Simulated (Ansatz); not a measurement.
**How fast states decay through Cs2LuAgF6**

Aim: relax a made-up compound, Cs2LuAgF6, and see how good a tunnel barrier it would be. It is built by putting Lu for Y in the Cs2YAgF6 structure of space group Fm-3m, with the volume rescaled by atomic radii. The parent structure comes from the Materials Project.

Program: Ansatz 0.2.0. Level of theory: PBEsol DFT, plane waves, PAW files, in the first sound run; inputs show where later runs differ. Results are calculated unless marked as measured.

The structure was built from a prototype and need not be the compound's stable phase.

## (1) The structure

The structure is cubic, space group Fm-3m (No. 225). Conventional cell: a = 9.394 Å, b = 9.394 Å, c = 9.394 Å, α = 90.00°, β = 90.00°, γ = 90.00°. Cs has 12 F at 3.33 Å nearest. Lu has 6 F at 2.19 Å nearest. Nearest to Ag lie 6 F at 2.51 Å. Nearest to F lie 1 Lu at 2.19 Å and 1 Ag at 2.51 Å and 4 Cs at 3.33 Å. It derives from Cs2YAgF6. Lu for Y in the Cs2YAgF6 structure of space group Fm-3m. Farther neighbours and most contacts between anions are not listed.

## (2) Relaxing the new crystal

The substituted atoms don't fit the parent's cell, so cell and atoms relax together. A small smearing keeps the run stable in case the gap closes on the way.

input.yaml

```yaml
crystal:
  lattice:
    - [0.0, 4.6970821721, 4.6970821721]
    - [4.6970821721, 0.0, 4.6970821721]
    - [4.6970821721, 4.6970821721, 0.0]
  atoms:
    - { symbol: Cs, position: [0.75, 0.75, 0.75] }
    - { symbol: Cs, position: [0.25, 0.25, 0.25] }
    - { symbol: Lu, position: [0.5, 0.5, 0.5] }
    - { symbol: Ag, position: [0.0, 0.0, 0.0] }
    - { symbol: F, position: [0.733266, 0.266734, 0.266734] }
    - { symbol: F, position: [0.266734, 0.266734, 0.733266] }
    - { symbol: F, position: [0.266734, 0.733266, 0.733266] }
    - { symbol: F, position: [0.266734, 0.733266, 0.266734] }
    - { symbol: F, position: [0.733266, 0.266734, 0.733266] }
    - { symbol: F, position: [0.733266, 0.733266, 0.266734] }
kpoints:
  mp_grid: { grid: [4, 4, 4] }
scf:
  occupations: { method: gaussian, width: 0.03 }
hamiltonian:
  xc: pbesol
output:
  forces: true
  stress: true
relax:
  f_tol: 0.02
  max_steps: 60
  cell: {}
```

On the command line:

```bash
> ansatz run input.yaml --threads 2 --pin off --max-ram 4096MiB --backend cpu --events-out ev --progress --plain --runs-dir out
```

Numbers of over 12 decimals in the logs are rounded to 6 here.

The program printed:

```text
Engine: ansatz 0.2.0, aarch64-unknown-linux-gnu
Pseudopotentials: kind: paw
Pseudopotential: Cs, paw, valence charge 9, recommended cutoff 420 eV (normal), Cs.paw.azcp
Pseudopotential: Lu, paw, valence charge 25, recommended cutoff 420 eV (normal), Lu.paw.azcp
Pseudopotential: Ag, paw, valence charge 19, recommended cutoff 420 eV (normal), Ag.paw.azcp
Pseudopotential: F, paw, valence charge 7, recommended cutoff 420 eV (normal), F.paw.azcp
Functional definition: PBEsol
  exchange = pbesol_x
  correlation = pbesol_c
Crystal: 10 atoms, lattice volume = 207.260 Å³
Basis set: ecut = 420 eV, 4015 PW (Γ), exchange–correlation on 90×90×90 points (8 copies of the dense FFT grid, shifted against one another)
Bands: 63, of which v1, the nominal top of the filled ones, is band 52 counted from 1 (51 counted from 0)
Symmetry: 48 space group operations
Space group: Fm-3m (ITA 225), of the structure as read, at distance tolerance 5.9e-5 Å
k-points: 8 of 64
Non-local potential: Cs, projectors of the file, l = 0: 3, l = 1: 2, l = 2: 2, l = 3: 2
Non-local potential: Lu, projectors of the file, l = 0: 3, l = 1: 2, l = 2: 2, l = 3: 3
Non-local potential: Ag, projectors of the file, l = 0: 3, l = 1: 2, l = 2: 2, l = 3: 1
Non-local potential: F, projectors of the file, l = 0: 2, l = 1: 2, l = 2: 1
PAW form: soft (Blöchl's): semilocal exchange-correlation on the pseudo side does not see the compensation charge
PAW frozen core: Cs, regenerated for the run's functional, and the local potential with it (the file was generated under x = pbe(κ = 0.804, μ = 0.219515), c = pbe(β = 0.066725))
PAW frozen core: Lu, regenerated for the run's functional, and the local potential with it (the file was generated under x = pbe(κ = 0.804, μ = 0.219515), c = pbe(β = 0.066725))
PAW frozen core: Ag, regenerated for the run's functional, and the local potential with it (the file was generated under x = pbe(κ = 0.804, μ = 0.219515), c = pbe(β = 0.066725))
PAW frozen core: F, regenerated for the run's functional, and the local potential with it (the file was generated under x = pbe(κ = 0.804, μ = 0.219515), c = pbe(β = 0.066725))
PAW one-centre angular grid: Cs, 194 points (default); XC on 64 Gauss nodes
PAW one-centre angular grid: Lu, 590 points (default); XC on 64 Gauss nodes
PAW one-centre angular grid: Ag, 590 points (default); XC on 64 Gauss nodes
PAW one-centre angular grid: F, 110 points (default); XC on 64 Gauss nodes
Initial density: superposition of atomic densities (neutral atoms: chi_scale 0, normalization atom), corrected by the library's trained network
Initial wavefunctions: pseudopotential atomic-orbital guess
Functional: x = pbesol(κ = 0.804, μ = 0.123457), c = pbesol(β = 0.046)
SCF iter   1: F=—  HF=-38120.186302 eV  |F-HF|=—  |Δ(HF+E_count)|=         —  Δρ=1.14e-2  dr2=1.79e-1  ethr=1.77e-3  ⟨swp⟩=8.0  Hψ=2415  notcnv=0  defer=4
preconditioner: auto → Resta (q_TF=auto, 2.432 Å⁻¹)  ε∞=4.2  [insulator: Δε(μ)=2.969 eV  Ē_g=14.043 eV  σ=0.030 eV  W_gap=1.00  n_scr=58 (ndim 8)  ℏωp=25.0 eV  f_vac=0.105  D(μ)=0.00/eV (n_scr^D=0)  ε∞_Penn≈4.2]
SCF iter   2: F=—  HF=-38120.137082 eV  |F-HF|=—  |Δ(HF+E_count)|=   4.92e-2  Δρ=2.84e-3  dr2=7.66e-3  ethr=1.72e-4  ⟨swp⟩=3.9  Hψ=1161  notcnv=0  defer=21
SCF iter   3: F=—  HF=-38120.135524 eV  |F-HF|=—  |Δ(HF+E_count)|=   1.56e-3  Δρ=8.04e-4  dr2=1.49e-3  ethr=7.36e-6  ⟨swp⟩=2.1  Hψ=918  notcnv=0  defer=21
SCF iter   4: F=—  HF=-38120.135544 eV  |F-HF|=—  |Δ(HF+E_count)|=   1.95e-5  Δρ=4.90e-4  dr2=3.12e-4  ethr=1.43e-6  ⟨swp⟩=2.1  Hψ=880  notcnv=0  defer=21
SCF iter   5: F=—  HF=-38120.135505 eV  |F-HF|=—  |Δ(HF+E_count)|=   3.91e-5  Δρ=1.95e-4  dr2=4.98e-5  ethr=3.00e-7  ⟨swp⟩=2.0  Hψ=893  notcnv=0  defer=21
SCF iter   6: F=—  HF=-38120.135326 eV  |F-HF|=—  |Δ(HF+E_count)|=   1.79e-4  Δρ=6.45e-5  dr2=8.18e-6  ethr=4.79e-8  ⟨swp⟩=2.4  Hψ=911  notcnv=0  defer=21
SCF iter   7: F=—  HF=-38120.135332 eV  |F-HF|=—  |Δ(HF+E_count)|=   5.71e-6  Δρ=6.09e-5  dr2=3.80e-6  ethr=7.87e-9  ⟨swp⟩=3.1  Hψ=1049  notcnv=0  defer=21
SCF iter   8: F=—  HF=-38120.135331 eV  |F-HF|=—  |Δ(HF+E_count)|=   7.95e-7  Δρ=2.03e-5  dr2=3.94e-7  ethr=3.66e-9  ⟨swp⟩=2.1  Hψ=737  notcnv=0  defer=21
SCF iter   9: F=-38120.135331 eV  HF=-38120.135331 eV  |F-HF|=4.13e-9  |Δ(HF+E_count)|=   1.64e-8  Δρ=2.81e-6  dr2=1.37e-8  ethr=9.62e-11  ⟨swp⟩=6.0  Hψ=2480  notcnv=0
SCF 1 converged in 9 iterations: F = -38120.135331 eV  dr2 = 1.37e-8
  greatest PAW one-centre occupation: 1.000 electrons in one spin orbital (limit 2), on the Ag atom at site 3 (counted from 0), in its partial waves of l = 0
relax step   1: F+E_penalty+E_count = -38120.13533131 eV  Δ(F+E_penalty+E_count) = +0.000e0 eV  max|allowed force component| = 5.796e-1 eV/Å  Δτ_max = 0.0000 Å  P = -4.331 GPa  Ω = 207.260 Å³  (9 SCF iters, dr2 threshold 1.00e-7 eV, accepted)
Crystal: 10 atoms, lattice volume = 189.390 Å³
Basis set: ecut = 420 eV, 3719 PW (Γ), exchange–correlation on 90×90×90 points (8 copies of the dense FFT grid, shifted against one another)
Initial density: handed on by an earlier stage of this run
Initial wavefunctions: those handed on with the density
iter 1 solved again at ethr=2.82e-4 eV; its pass at ethr=3.10e-3 eV (dr2=2.93e-1 eV) is discarded
SCF iter   1: F=—  HF=-38120.535947 eV  |F-HF|=—  |Δ(HF+E_count)|=         —  Δρ=1.04e-2  dr2=2.95e-1  ethr=2.82e-4  ⟨swp⟩=3.4  Hψ=2731  notcnv=0
preconditioner: auto → Resta (q_TF=auto, 2.469 Å⁻¹)  ε∞=4.3  [insulator: Δε(μ)=3.241 eV  Ē_g=14.465 eV  σ=0.030 eV  W_gap=1.00  n_scr=58 (ndim 8)  ℏωp=26.2 eV  f_vac=0.069  D(μ)=0.00/eV (n_scr^D=0)  ε∞_Penn≈4.3]
SCF iter   2: F=—  HF=-38120.453663 eV  |F-HF|=—  |Δ(HF+E_count)|=   8.23e-2  Δρ=5.43e-3  dr2=3.71e-2  ethr=2.82e-4  ⟨swp⟩=4.1  Hψ=990  notcnv=0
SCF iter   3: F=—  HF=-38120.437942 eV  |F-HF|=—  |Δ(HF+E_count)|=   1.57e-2  Δρ=2.24e-3  dr2=1.51e-2  ethr=3.57e-5  ⟨swp⟩=3.2  Hψ=995  notcnv=0  defer=18
SCF iter   4: F=—  HF=-38120.432587 eV  |F-HF|=—  |Δ(HF+E_count)|=   5.35e-3  Δρ=1.01e-3  dr2=1.39e-3  ethr=1.46e-5  ⟨swp⟩=3.9  Hψ=1096  notcnv=0  defer=18
SCF iter   5: F=—  HF=-38120.432031 eV  |F-HF|=—  |Δ(HF+E_count)|=   5.57e-4  Δρ=3.93e-4  dr2=2.51e-4  ethr=1.34e-6  ⟨swp⟩=3.0  Hψ=1017  notcnv=0  defer=18
SCF iter   6: F=—  HF=-38120.431939 eV  |F-HF|=—  |Δ(HF+E_count)|=   9.16e-5  Δρ=1.95e-4  dr2=4.95e-5  ethr=2.41e-7  ⟨swp⟩=2.0  Hψ=895  notcnv=0  defer=18
SCF iter   7: F=—  HF=-38120.431938 eV  |F-HF|=—  |Δ(HF+E_count)|=   1.54e-6  Δρ=4.07e-5  dr2=4.51e-6  ethr=4.76e-8  ⟨swp⟩=2.0  Hψ=902  notcnv=0  defer=18
SCF iter   8: F=-38120.431939 eV  HF=-38120.431939 eV  |F-HF|=1.20e-7  |Δ(HF+E_count)|=   1.45e-6  Δρ=1.84e-5  dr2=7.30e-7  ethr=9.62e-10  ⟨swp⟩=6.0  Hψ=2528  notcnv=0
SCF 2 converged in 8 iterations: F = -38120.431939 eV  dr2 = 7.30e-7
relax step   2: F+E_penalty+E_count = -38120.43193908 eV  Δ(F+E_penalty+E_count) = -2.966e-1 eV  max|allowed force component| = 1.497e-1 eV/Å  Δτ_max = 0.0121 Å  P = +0.552 GPa  Ω = 189.390 Å³  energy of the carried Pulay correction = +4.689e-2 eV  (8 SCF iters, dr2 threshold 1.00e-6 eV, accepted)
Crystal: 10 atoms, lattice volume = 190.471 Å³
iter 1 solved again at ethr=2.08e-6 eV; its pass at ethr=3.10e-3 eV (dr2=2.16e-3 eV) is discarded
SCF iter   1: F=—  HF=-38120.434491 eV  |F-HF|=—  |Δ(HF+E_count)|=         —  Δρ=1.33e-3  dr2=2.00e-3  ethr=2.08e-6  ⟨swp⟩=3.2  Hψ=2108  notcnv=0
preconditioner: auto → Resta (q_TF=auto, 2.467 Å⁻¹)  ε∞=4.3  [insulator: Δε(μ)=3.071 eV  Ē_g=14.390 eV  σ=0.030 eV  W_gap=1.00  n_scr=58 (ndim 8)  ℏωp=26.1 eV  f_vac=0.071  D(μ)=0.00/eV (n_scr^D=0)  ε∞_Penn≈4.3]
SCF iter   2: F=—  HF=-38120.433888 eV  |F-HF|=—  |Δ(HF+E_count)|=   6.04e-4  Δρ=6.91e-4  dr2=4.21e-4  ethr=1.93e-6  ⟨swp⟩=2.0  Hψ=704  notcnv=0
SCF iter   3: F=—  HF=-38120.433573 eV  |F-HF|=—  |Δ(HF+E_count)|=   3.15e-4  Δρ=2.73e-4  dr2=1.30e-4  ethr=4.04e-7  ⟨swp⟩=2.4  Hψ=911  notcnv=0
SCF iter   4: F=—  HF=-38120.433477 eV  |F-HF|=—  |Δ(HF+E_count)|=   9.61e-5  Δρ=1.05e-4  dr2=1.14e-5  ethr=1.25e-7  ⟨swp⟩=3.0  Hψ=970  notcnv=0
SCF iter   5: F=—  HF=-38120.433476 eV  |F-HF|=—  |Δ(HF+E_count)|=   4.56e-7  Δρ=4.08e-5  dr2=2.92e-6  ethr=1.10e-8  ⟨swp⟩=2.0  Hψ=868  notcnv=0
SCF iter   6: F=-38120.433476 eV  HF=-38120.433476 eV  |F-HF|=4.32e-8  |Δ(HF+E_count)|=   3.20e-7  Δρ=1.27e-5  dr2=2.49e-7  ethr=9.62e-10  ⟨swp⟩=5.8  Hψ=2354  notcnv=0
SCF 3 converged in 6 iterations: F = -38120.433476 eV  dr2 = 2.49e-7
relax step   3: F+E_penalty+E_count = -38120.43347603 eV  Δ(F+E_penalty+E_count) = -1.537e-3 eV  max|allowed force component| = 2.765e-2 eV/Å  Δτ_max = 0.0082 Å  P = -0.066 GPa  Ω = 190.471 Å³  energy of the carried Pulay correction = +4.393e-2 eV  (6 SCF iters, dr2 threshold 1.00e-6 eV, accepted)
[...]
relax step   4: F+E_penalty+E_count = -38120.43368364 eV  Δ(F+E_penalty+E_count) = -2.076e-4 eV  max|allowed force component| = 6.647e-5 eV/Å  Δτ_max = 0.0016 Å  P = -0.005 GPa  Ω = 190.446 Å³  energy of the carried Pulay correction = +4.400e-2 eV  (5 SCF iters, dr2 threshold 4.78e-8 eV, accepted)
[...]
relax step   5: F+E_penalty+E_count = -38120.40750366 eV  Δ(F+E_penalty+E_count) = +2.618e-2 eV  max|allowed force component| = 7.945e-4 eV/Å  Δτ_max = 0.0000 Å  P = -0.316 GPa  Ω = 190.446 Å³  stress off target by 3.16e-1 GPa  SCF on the basis re-selected at this cell (its energy is not comparable with the rows above)  (8 SCF iters)
[...]
relax step   6: F+E_penalty+E_count = -38120.41255569 eV  Δ(F+E_penalty+E_count) = -5.052e-3 eV  max|allowed force component| = 6.264e-4 eV/Å  Δτ_max = 0.0031 Å  P = +0.042 GPa  Ω = 189.008 Å³  energy of the carried Pulay correction = +3.827e-3 eV  (7 SCF iters, dr2 threshold 2.49e-7 eV, accepted)
iter 1 solved again at ethr=2.24e-7 eV; its pass at ethr=3.10e-3 eV (dr2=2.33e-4 eV) is discarded
SCF iter   1: F=—  HF=-38120.409321 eV  |F-HF|=—  |Δ(HF+E_count)|=         —  Δρ=5.86e-5  dr2=1.01e-6  ethr=2.24e-7  ⟨swp⟩=4.6  Hψ=4245  notcnv=0
preconditioner: auto → Resta (q_TF=auto, 2.470 Å⁻¹)  ε∞=4.3  [insulator: Δε(μ)=3.081 eV  Ē_g=14.422 eV  σ=0.030 eV  W_gap=1.00  n_scr=58 (ndim 8)  ℏωp=26.2 eV  f_vac=0.070  D(μ)=0.00/eV (n_scr^D=0)  ε∞_Penn≈4.3]
SCF iter   2: F=—  HF=-38120.409453 eV  |F-HF|=—  |Δ(HF+E_count)|=   1.32e-4  Δρ=2.50e-5  dr2=2.94e-7  ethr=9.71e-10  ⟨swp⟩=2.6  Hψ=1035  notcnv=0
SCF iter   3: F=—  HF=-38120.409453 eV  |F-HF|=—  |Δ(HF+E_count)|=   1.31e-7  Δρ=1.22e-5  dr2=4.04e-8  ethr=2.83e-10  ⟨swp⟩=2.1  Hψ=785  notcnv=0
SCF iter   4: F=—  HF=-38120.409453 eV  |F-HF|=—  |Δ(HF+E_count)|=   4.96e-8  Δρ=1.24e-6  dr2=2.71e-9  ethr=3.88e-11  ⟨swp⟩=2.5  Hψ=892  notcnv=0
SCF iter   5: F=—  HF=-38120.409453 eV  |F-HF|=—  |Δ(HF+E_count)|=   1.31e-9  Δρ=3.83e-7  dr2=5.22e-10  ethr=2.61e-12  ⟨swp⟩=3.0  Hψ=1159  notcnv=0
SCF iter   6: F=—  HF=-38120.409453 eV  |F-HF|=—  |Δ(HF+E_count)|=  5.82e-11  Δρ=2.02e-7  dr2=1.62e-10  ethr=1.00e-12  ⟨swp⟩=2.0  Hψ=782  notcnv=0
SCF iter   7: F=-38120.409453 eV  HF=-38120.409453 eV  |F-HF|=7.28e-12  |Δ(HF+E_count)|=  1.31e-10  Δρ=7.96e-8  dr2=1.91e-11  ethr=1.00e-12  ⟨swp⟩=5.2  Hψ=2190  notcnv=0
SCF 7 converged in 7 iterations: F = -38120.409453 eV  dr2 = 1.91e-11
relax step   7: F+E_penalty+E_count = -38120.40945303 eV  Δ(F+E_penalty+E_count) = +3.103e-3 eV  max|allowed force component| = 8.797e-4 eV/Å  Δτ_max = 0.0000 Å  P = +0.018 GPa  Ω = 189.008 Å³  stress off target by 1.82e-2 GPa  SCF on the basis re-selected at this cell (its energy is not comparable with the rows above)  (7 SCF iters)
basis re-selected at this cell: Δ(F+E_penalty+E_count) = +3.103e-3 eV, ΔP = -0.024 GPa vs the last step (what re-selecting the basis moved, of the pressure what is left beyond the Pulay correction that the steps carried, after the strain that the cell walked since its last selection, with what the two solves' SCF thresholds leave and, on support functions, any second-order correction that the steps lacked; it is no m [...]
SCF converged after 7 iterations
Free energy (F): -38120.409453 eV
Harris-Foulkes:  -38120.409453 eV  (|F-HF|=7.28e-12)
Internal energy: -38120.409453 eV  (E = F + TS)
E sigma→0 (E₀):  -38120.409453 eV
Fermi energy:    7.645371 eV
--- Per-component energies (eV) ---
  E_band       = -693.502328
  E_kinetic    = 2471.220558
  E_local      = -16595.000799  (includes V_loc(G=0)·N_el)
  E_nonlocal   = 1177.238593
  E_hartree    = 7056.549457
  E_xc         = -1217.751942
  E_vxc        = -1352.997449  (∫ρ·V_xc dr)
  E_paw        = -22223.581428  (= ΣΔE_a)
  E_vpaw       = -507.074094  (= ΣTr[D̂ρ^β])
  E_aug_tail   = 0.012451  (compensation charges beyond the density's cutoff)
  E_ewald      = -8791.154226
  E_core_change = 2.057883  (= ΣΔE_core)
  E_smearing   = -0.000000  (= −TS)
  E_closure    = 0.000000  (closes the sum)
  Σ components = -38120.409453   (vs F -38120.409453, Δ=0.00e0)
--- Forces (eV/Å), atoms counted from 1 ---
  atom   1  Cs     0.00000000     0.00000000     0.00000000
  atom   2  Cs    -0.00000000    -0.00000000    -0.00000000
  atom   3  Lu     0.00000000    -0.00000000     0.00000000
  atom   4  Ag    -0.00000000     0.00000000    -0.00000000
  atom   5  F      0.00087972     0.00000000    -0.00000000
  atom   6  F     -0.00000000    -0.00000000     0.00087972
  atom   7  F     -0.00087972     0.00000000     0.00000000
  atom   8  F     -0.00000000     0.00087972    -0.00000000
  atom   9  F      0.00000000    -0.00087972     0.00000000
  atom  10  F      0.00000000     0.00000000    -0.00087972
  max |Σ_I F_I| component: 3.25e-19 eV/Å
--- Stress (GPa, compression-positive) ---
        0.018216      -0.000000      -0.000000
       -0.000000       0.018216      -0.000000
       -0.000000      -0.000000       0.018216
  P = ⅓ Tr σ = 0.0182 GPa (0.182 kbar)
--- Relaxed structure (5 steps of the walk, 5 accepted, 2 SCFs on fresh bases) ---
  F+E_penalty+E_count = -38120.40945303 eV   max|allowed force component| = 8.797e-4 eV/Å   (the final SCF, on the basis selected at the relaxed cell)
  cell:  # Å, volume = 189.0082 Å³
    - [0, 4.554950, 4.554950]
    - [4.554950, 0, 4.554950]
    - [4.554950, 4.554950, 0]
  atoms:
    - { symbol: Cs, position: [0.750000, 0.750000, 0.750000] }
    - { symbol: Cs, position: [0.250000, 0.250000, 0.250000] }
    - { symbol: Lu, position: [0.500000, 0.500000, 0.500000] }
    - { symbol: Ag, position: [1.2002879852544766e-19, 0, 0] }
    - { symbol: F, position: [0.733001, 0.266999, 0.266999] }
    - { symbol: F, position: [0.266999, 0.266999, 0.733001] }
    - { symbol: F, position: [0.266999, 0.733001, 0.733001] }
    - { symbol: F, position: [0.266999, 0.733001, 0.266999] }
    - { symbol: F, position: [0.733001, 0.266999, 0.733001] }
    - { symbol: F, position: [0.733001, 0.733001, 0.266999] }
```

Elapsed: 22 s, on 2 threads of Arm Neoverse V2, shared host; peak memory 0.59 GiB; 43 s of CPU time.

The steps of the relaxation:

| step | energy less that of the first step (eV) | largest force component (eV/Å) | pressure (GPa) | volume (Å³) |
| --- | --- | --- | --- | --- |
| 1 | 0.0000 | 0.5796 | -4.33 | 207.26 |
| 2 | -0.2966 | 0.1497 | 0.55 | 189.39 |
| 3 | -0.2981 | 0.0277 | -0.07 | 190.47 |
| 4 | -0.2984 | 0.0001 | -0.01 | 190.45 |
| 5* | -0.2722 | 0.0008 | -0.32 | 190.45 |
| 6 | -0.2772 | 0.0006 | 0.04 | 189.01 |
| 7* | -0.2741 | 0.0009 | 0.02 | 189.01 |

Relaxation steps marked * repeat the geometry before them on a plane-wave basis chosen anew for their cell, so energy and pressure can jump there.

Forces are held to the 48 operations that the run works with; a distortion that breaks them can't arise in this run.

| conventional cell, symmetrised | before | after | change |
| --- | --- | --- | --- |
| a (Å) | 9.394 | 9.110 | -3.0 % |
| b (Å) | 9.394 | 9.110 | -3.0 % |
| c (Å) | 9.394 | 9.110 | -3.0 % |
| volume (Å³/atom) | 20.73 | 18.90 | -8.8 % |

Numbers from this step:

| Property | Result |
| --- | --- |
| free energy | -38120.4095 eV |
| Fermi energy | 7.645 eV |
| pressure | 0.01822 GPa |

The largest force component on a free atom ends at 8.8e-4 eV/Å.

## (3) Band edges

The energy window and the wavevectors of the next steps follow from the band edges, so these are searched first, off the mesh as well.

input.yaml

```yaml
crystal:
  lattice:
    - [0.0, 4.5549495597, 4.5549495597]
    - [4.5549495597, 0.0, 4.5549495597]
    - [4.5549495597, 4.5549495597, 0.0]
  atoms:
    - { symbol: Cs, position: [0.75, 0.75, 0.75] }
    - { symbol: Cs, position: [0.25, 0.25, 0.25] }
    - { symbol: Lu, position: [0.5, 0.5, 0.5] }
    - { symbol: Ag, position: [0.0, 0.0, 0.0] }
    - { symbol: F, position: [0.7330011798, 0.2669988202, 0.2669988202] }
    - { symbol: F, position: [0.2669988202, 0.2669988202, 0.7330011798] }
    - { symbol: F, position: [0.2669988202, 0.7330011798, 0.7330011798] }
    - { symbol: F, position: [0.2669988202, 0.7330011798, 0.2669988202] }
    - { symbol: F, position: [0.7330011798, 0.2669988202, 0.7330011798] }
    - { symbol: F, position: [0.7330011798, 0.7330011798, 0.2669988202] }
kpoints:
  mp_grid: { grid: [4, 4, 4] }
  band_path: { path: [VBM, CBM], npoints: 30 }
scf:
  occupations: { method: fixed }
hamiltonian:
  xc: pbesol
output:
  eigenvalues: true
  write_potential: true
  write_density: true
  volumetric_format: npy
```

The program printed:

```text
[...]
Crystal: 10 atoms, lattice volume = 189.008 Å³
Basis set: ecut = 420 eV, 3695 PW (Γ)
Bands: 63, of which v1, the nominal top of the filled ones, is band 52 counted from 1 (51 counted from 0)
Symmetry: 48 space group operations
[...]
k-points: 8 of 64
[...]
SCF iter   1: F=—  HF=-38120.463001 eV  |F-HF|=—  |Δ(HF+E_count)|=         —  Δρ=1.21e-2  dr2=1.83e-1  ethr=1.77e-3  ⟨swp⟩=5.9  Hψ=1923  notcnv=0  defer=46
[...]
SCF iter   9: F=-38120.409565 eV  HF=-38120.409565 eV  |F-HF|=1.43e-9  |Δ(HF+E_count)|=   2.52e-9  Δρ=1.49e-6  dr2=3.78e-9  ethr=9.62e-11  ⟨swp⟩=16.4  Hψ=2841  notcnv=0
SCF 1 converged in 9 iterations: F = -38120.409565 eV  dr2 = 3.78e-9
[...]
NSCF: frozen V_eff on 16 k-points
[...]
SCF converged after 9 iterations
Free energy (F): -38120.409565 eV
[...]
Internal energy: -38120.409565 eV  (E = F + TS)
E sigma→0 (E₀):  -38120.409565 eV
Fermi energy:    6.104426 eV
[...]
--- Band table (eV; the first three rows and the last of 8) ---
  k-point 0: bands = [... 48 lower, 5.1219, 5.1219, 5.8159, 5.8159, 9.1856, 11.8526, 11.8526, 12.1197, ... 7 higher]
  k-point 1: bands = [... 48 lower, 5.1723, 5.1723, 5.9683, 5.9683, 9.7868, 11.9082, 12.1098, 12.1098, ... 7 higher]
  k-point 2: bands = [... 48 lower, 5.2158, 5.2158, 6.1044, 6.1044, 10.4855, 11.9768, 12.2006, 12.2006, ... 7 higher]
  k-point 7: bands = [... 48 lower, 5.2058, 5.2484, 5.7985, 6.0053, 10.3891, 12.5489, 12.5489, 12.6654, ... 7 higher]
```

Wall time 18 s (2 threads); peak memory 0.53 GiB; 34 s of CPU time.

Reading the cycles: dr2 is the Hartree energy of the density residual (eV), the measure of convergence; HF is the Harris–Foulkes estimate of the energy, which meets the free energy F at convergence.

Numbers from this step:

```
free energy         : -38120.4096 eV
Fermi energy        : 6.104 eV
gap on the k-mesh   : 3.081 eV
gap on path         : 3.081 eV, by band count; negative where bands overlap
direct gap on path  : 3.370 eV
edge places on path : 0, 0.5973 1/A along the path
```

The electronic bands at the labelled points (eV, zero at the Fermi level (highest filled level under fixed occupations); v1 is the highest filled band, c1 the lowest empty one):

| point | v4 | v3 | v2 | v1 | c1 | c2 | c3 | c4 |
| --- | --- | --- | --- | --- | --- | --- | --- | --- |
| VBM | -0.89 | -0.89 | 0.00 | 0.00 | 4.38 | 5.87 | 6.10 | 6.10 |
| halfway | -0.93 | -0.93 | -0.14 | -0.14 | 3.68 | 5.80 | 6.01 | 6.01 |
| CBM | -0.98 | -0.98 | -0.29 | -0.29 | 3.08 | 5.75 | 5.75 | 6.02 |

The searched edges give 3.08 eV, as on the mesh.

[end of part 1 of 3]

[Logs are printed without paths, hosts, clocks, repeated set-up lines and the standing remarks that a program may print on its own settings, such as how far it seeks lower states.]

[Hosts, paths, dates, database ids (printed as entryN), source tags and the programs' standing remarks are cut or masked in the printed files.]
